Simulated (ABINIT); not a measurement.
# Beyond one shot: CaO (Lime)

How far does self-consistency move the gap of CaO (Lime)?

Method: PBE and many-body steps on it, plane waves, in ABINIT 10.8.3.

Most raw output is cut from this account.

**1. Starting point**

Symmetry: Fm-3m, No. 225, cubic system. Conventional cell: a = 4.813 Å, b = 4.813 Å, c = 4.813 Å, α = 90.00°, β = 90.00°, γ = 90.00°. Ca has 6 O at 2.41 Å nearest. Nearest to O lie 6 Ca at 2.41 Å. Farther neighbours and most contacts between anions are not listed.

The cell and positions come from the Crystallography Open Database and are kept as given unless a step says otherwise.

**2. Empty states on the mesh, 6×6×6 mesh, 222 bands**

This step: ABINIT 10.8.3; DFT, PBE, plane waves, norm-conserving pseudopotentials.

The sums over transitions need many empty states on a uniform mesh; this step solves for them.

File run.abi:

```
acell 3*1.0 Angstrom
rprim 
  -0.000000000000 2.406500000000 2.406500000000
  2.406500000000 -0.000000000000 2.406500000000
  2.406500000000 2.406500000000 -0.000000000000
ntypat 2
znucl 20 8
natom 2
typat 1 2
xred 
  0.000000000000 0.000000000000 0.000000000000
  0.500000000000 0.500000000000 0.500000000000
pp_dirpath "pseudos"
pseudos "Ca.upf, O.upf"
ecut 36
ngkpt 6 6 6
nshiftk 1
shiftk 0 0 0
kptopt 1
chksymbreak 0
irdden 1
istwfk *1
nband 222
prtvol 0
optdriver 6
gwr_task "HDIAGO"
paral_kgb 0
occopt 1
indata_prefix "in"
outdata_prefix "out"
tmpdata_prefix "tmp"
```

Command:

```sh
OMP_NUM_THREADS=1 mpirun -n 8 abinit run.abi > log
```

Elapsed: 13 s, on 8 MPI ranks of Arm Neoverse V2, shared host; peak memory 2.1 GiB; 1.7 min of CPU time.

Numbers from this step:

```yaml
gap: 3.662 eV
k_of_the_valence_top: 0, 0, 0
k_of_the_conduction_bottom: 0.5, 0.5, 0
least_direct_gap: 4.037 eV
k_points_computed: 16
lowest_point_of_the_top_converged_band_above_the_valence_top: 205.5174 eV
```

On this mesh the gap is 3.662 eV.

The density comes from a self-consistent run that is not shown.

**3. Screening, 6×6×6 mesh, 214 bands, screening to 261.2 eV**

The RPA dielectric matrix is built and inverted for each q.

This step: RPA screening on PBE, plane waves, norm-conserving pseudopotentials.

run.abi, as its differences from that of step 2:

```diff
@@ -20,10 +20,11 @@
 chksymbreak 0
-irdden 1
 istwfk *1
-nband 222
-prtvol 0
-optdriver 6
-gwr_task "HDIAGO"
-paral_kgb 0
 occopt 1
+irdwfk 1
+optdriver 3
+nband 214
+ecuteps 9.6
+inclvkb 2
+awtr 1
+symchi 1
 indata_prefix "in"
```

Wall time 1.9 min (8 MPI ranks); peak memory 2.4 GiB.

Numbers from this step:

* ε∞ with local fields, on this mesh, along the program's q direction: 3.566
* the same without local fields: 3.924
* plasma frequency: 28.13 eV
* plane waves in the screening matrix: 283

Local fields lower ε∞ by 9 %.

**4. G0W0**

The self-energy is evaluated for the states that the input lists, and the levels follow from it, in one-shot runs by the linearised quasiparticle equation.

This step: G0W0 on PBE, plane waves, norm-conserving pseudopotentials.

run.abi, as its differences from that of step 3:

```diff
@@ -23,8 +23,17 @@
 irdwfk 1
-optdriver 3
+optdriver 4
 nband 214
+gwcalctyp 0
+ecutsigx 36
+symsigma 1
+nkptgw 2
+kptgw 
+  0.0000000000 0.0000000000 0.0000000000
+  0.5000000000 0.5000000000 0.0000000000
+bdgw 
+  6 12
+  7 10
 ecuteps 9.6
-inclvkb 2
-awtr 1
-symchi 1
+irdscr 1
+ppmodel 1
 indata_prefix "in"
```

The job ended after 22 s (8 MPI ranks; peak memory 2.5 GiB; 2.9 min of CPU time).

This step gave:

```yaml
g0w0_gap_on_the_points_computed: 5.865 eV
starting_gap_on_the_mesh: 3.662 eV
k_of_the_valence_top: 0, 0, 0
k_of_the_conduction_bottom: 0.5, 0.5, 0
z_at_the_valence_top: 0.779
z_at_the_conduction_bottom: 0.85
least_direct_g0w0_gap_on_the_computed_points: 6.277 eV
```

The gap on the mesh goes from 3.66 eV to 5.87 eV, a correction of +2.20 eV.

**5. evGW0, cycle 1**

This step: evGW0 on PBE, plane waves, norm-conserving pseudopotentials.

run.abi, as its differences from that of step 4:

```diff
@@ -25,12 +25,40 @@
 nband 214
-gwcalctyp 0
+gwcalctyp 10
 ecutsigx 36
 symsigma 1
-nkptgw 2
+nkptgw 16
 kptgw 
   0.0000000000 0.0000000000 0.0000000000
+  0.1666666667 0.0000000000 0.0000000000
+  0.3333333333 0.0000000000 0.0000000000
+  0.5000000000 0.0000000000 0.0000000000
+  0.1666666667 0.1666666667 0.0000000000
+  0.3333333333 0.1666666667 0.0000000000
+  0.5000000000 0.1666666667 0.0000000000
+  -0.3333333333 0.1666666667 0.0000000000
+  -0.1666666667 0.1666666667 0.0000000000
+  0.3333333333 0.3333333333 0.0000000000
+  0.5000000000 0.3333333333 0.0000000000
+  -0.3333333333 0.3333333333 0.0000000000
   0.5000000000 0.5000000000 0.0000000000
+  0.5000000000 0.3333333333 0.1666666667
+  -0.3333333333 0.3333333333 0.1666666667
+  -0.3333333333 0.5000000000 0.1666666667
 bdgw 
-  6 12
-  7 10
+  1 14
+  1 14
+  1 14
+  1 14
+  1 14
+  1 14
+  1 14
+  1 14
+  1 14
+  1 14
+  1 14
+  1 14
+  1 14
+  1 14
+  1 14
+  1 14
 ecuteps 9.6
```

Run time: 24 min. Hardware: 8 MPI ranks; peak memory 3.2 GiB; 3.2 h of CPU time.

Numbers from this step:

| Item | Value |
| --- | --- |
| quasiparticle gap on the mesh | 6.372 eV |
| gap of the density functional on the mesh | 3.662 eV |
| k of the valence top | 0, 0, 0 |
| k of the conduction bottom | 0.5, 0.5, 0 |
| Z at the valence top | 0.779 |
| Z at the conduction bottom | 0.85 |
| least direct quasiparticle gap on the computed points | 6.674 eV |

Against G0W0 in ABINIT (6×6×6 mesh, 214 bands, screening to 261.2 eV, Godby-Needs plasmon pole), the gap moves by +0.507 eV. This first cycle still uses the starting levels; it takes the full correction, at all points of the mesh, and its linearised value is 5.865 eV.

**6. evGW0, cycle 2**

The corrected levels of the last cycle go back in.

run.abi, as its differences from that of step 5:

```diff
@@ -66,2 +66,3 @@
 ppmodel 1
+irdqps 1
 indata_prefix "in"
```

Run time: 24 min. Hardware: 8 MPI ranks; peak memory 3.2 GiB; 3.3 h of CPU time.

This step gave:

| Item | Value |
| --- | --- |
| quasiparticle gap on the mesh | 6.277 eV |
| gap of the density functional on the mesh | 3.662 eV |
| k of the valence top | 0, 0, 0 |
| k of the conduction bottom | 0.5, 0.5, 0 |
| least direct quasiparticle gap on the computed points | 6.616 eV |

Against the cycle before, the gap moves by −0.095 eV.

**7. The runs together**

Times are wall times on 8 MPI ranks of Arm Neoverse V2, shared host, good to a factor of about two. A run's time includes the screening step that it read.

```csv
run,mesh,bands,screening cutoff (eV),DFT gap (eV),gap on the mesh (eV),direct (eV),ε∞ used,time
G0W0,6×6×6,214,261.2,3.662,5.865,6.277,3.57,2.2 min
"evGW0, cycle 1",6×6×6,214,261.2,3.662,6.372,6.674,3.57,26 min
"evGW0, cycle 2",6×6×6,214,261.2,3.662,6.277,6.616,3.57,26 min
```

**8. Results**

```json
{
  "G0W0": "5.865 eV",
  "evGW0, cycle 1": "6.372 eV",
  "evGW0, cycle 2": "6.277 eV",
  "known limits": "not at the basis limit"
}
```

**Reading.** Only the bands that the input lists are updated; the others, empty or deep, keep the functional's energies or take a rigid shift. evGW0 ends at 6.28 eV, +0.41 eV from G0W0, after 2 cycles that took 49 min beside the first screening; the last moved the gap by 0.095 eV, so the loop had not settled. The first cycle of evGW0 takes the full correction, without the factor Z, so it overshoots the one-shot value. Bands and cutoff are finite, so the gap is not at the basis limit. The miss can reach some tenths of an eV and take either sign; the mesh is an error of its own.

[Paths, hosts, dates, memory and timing lines, banners, echoed tables and standing remarks are left out of the program output.]

[Logs are printed without paths, hosts, clocks, repeated set-up lines and the standing remarks that a program may print on its own settings, such as how far it seeks lower states.]

[Runs of the session that timed out or met a known fault of the program may be left out.]

[Hosts, paths, dates, database ids (printed as entryN), source tags and the programs' standing remarks are cut or masked in the printed files.]

[G0W0 gaps are taken among the corrected bands and points alone; a level outside them can change the order at an edge.]

[Where Ansatz stands beside ABINIT at settings called matched, ABINIT's density can come from a denser mesh and the files from another edition; pairs whose starting gaps differed by over 0.03 eV were left out, so agreement reads better than it is.]
